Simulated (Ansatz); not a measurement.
# KBr (Fm-3m): lattice thermal conductivity, part 2 of 2

How well does the lattice of KBr conduct heat?

What experiment has found for this phase:
- thermal conductivity 3.4 W/m/K near room temperature (given in “Combining the AFLOW GIBBS and Elastic Libraries to efficiently and robustly screen thermo-mechanical properties of solids”, 2017, arXiv:1611.05714)
- thermal conductivity 3.4 W/m/K near room temperature (given in “Predicting the lattice thermal conductivity of solids by solving the Boltzmann transport equation: AFLOW - AAPL an automated, accurate and efficient framework”, 2017, arXiv:1611.05481)

Ansatz 0.2.0; DFT r2SCAN, scalar-relativistic, plane waves, PAW; PAW set soft_1.

So far. Step 2 (A first coarse run): The start is under 0.068 GPa at this level and looks like an insulator or semiconductor on this mesh. Step 4 (Tight relaxation): The residual pressure is 1.5e-4 GPa, small enough for phonons. The relaxed cell has a = 6.609 Å (conventional setting).

### 6. Third-order constants on small settings

A small supercell and a short cutoff cost little, and show how far such settings carry.

The input, input.yaml:

```yaml
crystal:
  lattice:
    - [0.0, 3.3046298245, 3.3046298245]
    - [3.3046298245, 0.0, 3.3046298245]
    - [3.3046298245, 3.3046298245, 0.0]
  atoms:
    - { symbol: K, position: [0.0, 0.0, 0.0] }
    - { symbol: Br, position: [0.5, 0.5, 0.5] }
kpoints:
  mp_grid: { grid: [6, 6, 6] }
hamiltonian:
  xc: r2scan
  pseudopotentials: { kind: paw, azcp: { folder: soft_1 } }
scf:
  occupations: { method: fixed }
  lower_state_search: "off"
output:
  eigenvalues: true
phonons:
  method: fd
  dielectric: true
  qmesh: [6, 6, 6]
  temperatures: { t_max: 1000, t_step: 50 }
  qpath:
    path:
      - [[0.0, 0.0, 0.0], [0.5, 0.0, 0.5], [0.5, 0.25, 0.75], [0.375, 0.375, 0.75], [0.0, 0.0, 0.0], [0.5, 0.5, 0.5], [0.625, 0.25, 0.625], [0.5, 0.25, 0.75], [0.5, 0.5, 0.5], [0.375, 0.375, 0.75]]
      - [[0.625, 0.25, 0.625], [0.5, 0.0, 0.5]]
    npoints: 10
  third_order: { supercell: [3, 3, 3], pair_cutoff: 3.455 }
  lattice_thermal_conductivity:
    qmesh: [17, 17, 17]
    temperatures: [100.0, 150.0, 200.0, 300.0, 400.0, 500.0]
    isotope_mass_variance:
      - { species: Br, variance: 0.0001563 }
      - { species: K, variance: 0.000164 }
```

On the command line:

```bash
$ ansatz run input.yaml --threads 18 --pin off --max-ram 92160MiB --backend cuda --events-out ev --progress --plain --runs-dir out
```

Numbers of over 12 decimals in the logs are rounded to 6 here.

What it wrote:

```text
Warning: phonons.dielectric: true without phonons.rigid_motions: the static dielectric tensor ε⁰ will be withheld (ε∞, Z* and the rows of modes are given); for a crystal or a slab, whose only rigid motions are the translations, set phonons.rigid_motions: translations
[...]
Crystal: 12 atoms, lattice volume = 433.062 Å³
Basis set: ecut = 500 eV, 11009 PW (Γ), FFT grids on a1, −a1+a2+a3, −a1+a3, exchange–correlation on 288×720×480 points (512 copies of the dense FFT grid, shifted against one another)
Bands: 60, of which v1, the nominal top of the filled ones, is band 48 counted from 1 (47 counted from 0)
Symmetry: 24 space group operations
k-points: 16 of 36
[...]
SCF iter   1: F=-26035.955955 eV  HF=-26035.955955 eV  |F-HF|=3.64e-12  |Δ(HF+E_count)|=         —  Δρ=9.08e-8  dr2=1.65e-11  dr2_τ=1.71e-11  ethr=1.00e-12  ⟨swp⟩=3.0  Hψ=2444  notcnv=0
[...]
SCF iter   2: F=-26035.955955 eV  HF=-26035.955955 eV  |F-HF|=0.00e0  |Δ(HF+E_count)|=  1.82e-11  Δρ=4.41e-8  dr2=2.98e-12  dr2_τ=7.58e-13  ethr=1.00e-12  ⟨swp⟩=3.6  Hψ=2484  notcnv=0
SCF 1 converged in 2 iterations: F = -26035.955955 eV  dr2 = 2.98e-12
[...]
SCF iter   2: F=-26035.955955 eV  HF=-26035.955955 eV  |F-HF|=0.00e0  |Δ(HF+E_count)|=  5.82e-11  Δρ=2.26e-8  dr2=6.93e-13  dr2_τ=2.04e-13  ethr=1.00e-12  ⟨swp⟩=3.1  Hψ=2487  notcnv=0
SCF 2 converged in 2 iterations: F = -26035.955955 eV  dr2 = 6.93e-13
[...]
Crystal: 2 atoms, lattice volume = 72.177 Å³
Basis set: ecut = 500 eV, 1837 PW (Γ), exchange–correlation on 144×144×144 points (64 copies of the dense FFT grid, shifted against one another)
Bands: 12, of which v1, the nominal top of the filled ones, is band 8 counted from 1 (7 counted from 0)
Symmetry: 48 space group operations
k-points: 30 of 216 (irreducible under 8 space group operations, time reversal used)
[...]
SCF iter   1: F=-4339.325974 eV  HF=-4339.325974 eV  |F-HF|=1.27e-11  |Δ(HF+E_count)|=         —  Δρ=3.43e-7  dr2=2.44e-11  dr2_τ=2.64e-11  ethr=1.44e-7  ⟨swp⟩=3.0  Hψ=3204  notcnv=0  defer=59
[...]
SCF 3 converged in 3 iterations: F = -4339.325993 eV  dr2 = 2.82e-12
[...]
symmetry images taken by strict's conditions (phonons.symmetry_images: auto; settled by no image being taken that strict refuses)
  supercell 10 (6 cells, vectors [1, 0, 0], [0, 1, 0], [0, 0, 6] in multiples of the cell's): 2 displaced members by 0.0025 Å; free energy -26035.955955 eV; taken off its force constants: by the sum rule 6.4e-5, by the symmetrisation 1.1e-4 eV/Å²; Γ matrix within 7.3e-5 eV/Å² of supercell 1's
[...]
q = [0.0000, 0.0000, 0.0000] (star 1, supercell 1; hermiticity 1.21e-16, symmetrization 6.93e-6): -0.00 0.00 0.00 115.87 115.87 115.87
[...]
joined force constants: q→R imaginary residual 1.47e-18
  density of states and harmonic sums: on the 18×18×18 q-mesh, interpolated from the force constants of a 6×6×6 supercell (with the dipole–dipole term)
  largest difference from the sums on the solved wave vectors: F 4.78e-3 eV, S 5.93e-6 and C_V 1.15e-6 eV/K
  zero-point energy: 0.033872 eV/cell   skipped modes (ω ≤ 0): 3   left out of the sums: 8.57e-5 of the cell's modes: C_V's classical limit lies that fraction below 3 k_B per atom; for a crystal, a wire or a layer, F and S can be off by more, and a phonons.interpolated_qmesh denser along its periods is the remedy for the sampling
--- Third-order force constants: 26 member SCFs in a 3×3×3 supercell (pair cutoff 3.455 Å, amplitude 0.03 Å, SCF threshold 1.00e-9 eV, Σ member SCF iterations 156) ---
[...]
38 force-constant blocks with the first atom in the home cell, fitted with 6 parameters over 4 symmetry orbits; no atom triplet left out
  sum-rule residual: 8.531e-2 → 8.327e-17 eV/Å³; symmetrization residual: 1.282e-3 eV/Å³; largest sum-rule correction relative to its orbit: 2.815e-2, on the orbit of the block of home site 0 with site 1 of cell (-1, -1, 0) and site 0 of cell (0, 0, 0), whose norm before the correction was 3.253e0 eV/Å³
--- Lattice thermal conductivity: 17×17×17 mesh (165 irreducible points), tetrahedron method ---
  three-phonon and isotope scattering only; four-phonon, boundary and, in a metal, phonon-electron scattering are left out
  each conductivity is what the modes' populations carry and what the coherences between them add
  conductivity (a third of the tensor's trace), W/(m K), in the relaxation-time approximation and from the full solution:
       T (K)   relaxation time   full solution  iterations             ending  least Ritz value
      100.00           12.7245         12.8423           8          converged          6.211e-1
      150.00            8.2894          8.3574           8          converged          6.112e-1
      200.00            6.1903          6.2397           8          converged          6.064e-1
      300.00            4.1391          4.1722           8          converged          6.017e-1
      400.00            3.1255          3.1507           9          converged          5.983e-1
      500.00            2.5203          2.5408           9          converged          5.969e-1
```

Elapsed: 5.1 min, on 1 × NVIDIA GB200 with 18 threads of Arm Neoverse V2, shared host; peak memory 2.6 GiB; 9 min of CPU time.

Numbers from this step:

| Property | Result |
| --- | --- |
| Γ frequencies | 0, 0, 0, 115.9, 115.9, 115.9 cm⁻¹ (negative: imaginary) |
| lowest frequency on the path | 0 cm⁻¹ |
| zero-point energy | 0.03387 eV/cell |
| point group | m-3m |
| highest frequency | 162.6 cm⁻¹ |
| Debye temperature from the second moment | 180 K |
| κ at 300 K (relaxation time) | 4.139 W/m/K |
| κ at 300 K (full solution) | 4.172 W/m/K |
| dipole term | run |
| mean free path at half of κ | 16.8 nm |
| share of κ above the three lowest branches | 0.061 |
| third-order blocks | 38 |
| periodic aliases dropped | 0 |
| largest relative sum-rule correction | 0.02815 |
| displaced cells, third order | 26 |

W/m/K. Kappa, by row:

```
T (K)  RTA xx  RTA yy  RTA zz  full xx  full yy  full zz  coherence part xx  coherence part yy  coherence part zz     ending  iterations  least Ritz value
  100   12.72   12.72   12.72    12.84    12.84    12.84            0.02373            0.02373            0.02373  converged           8             0.621
  150   8.289   8.289   8.289    8.357    8.357    8.357            0.03294            0.03294            0.03294  converged           8             0.611
  200    6.19    6.19    6.19     6.24     6.24     6.24            0.03997            0.03997            0.03997  converged           8             0.606
  300   4.139   4.139   4.139    4.172    4.172    4.172            0.05076            0.05076            0.05076  converged           8             0.602
  400   3.126   3.126   3.126    3.151    3.151    3.151            0.05913            0.05913            0.05913  converged           9             0.598
  500    2.52    2.52    2.52    2.541    2.541    2.541            0.06602            0.06602            0.06602  converged           9             0.597
```

This rung gives 4.14 W/(m K) at 300 K by relaxation time, but with 54 atoms, 1 neighbour distance inside the cutoff and a 17×17×17 mesh it is a test, not the conductivity of the crystal.

### 7. Outcome

| Property | Result |
| --- | --- |
| conductivity | not obtained on sound settings |

In words: No conductivity was obtained: no run with a large enough supercell and cutoff finished.

[Logs are printed without paths, hosts, clocks, repeated set-up lines and the standing remarks that a program may print on its own settings, such as how far it seeks lower states.]

[Hosts, paths, dates, database ids (printed as entryN), source tags and the programs' standing remarks are cut or masked in the printed files.]

[A step with changed settings may run another functional than the one named; its input shows which.]
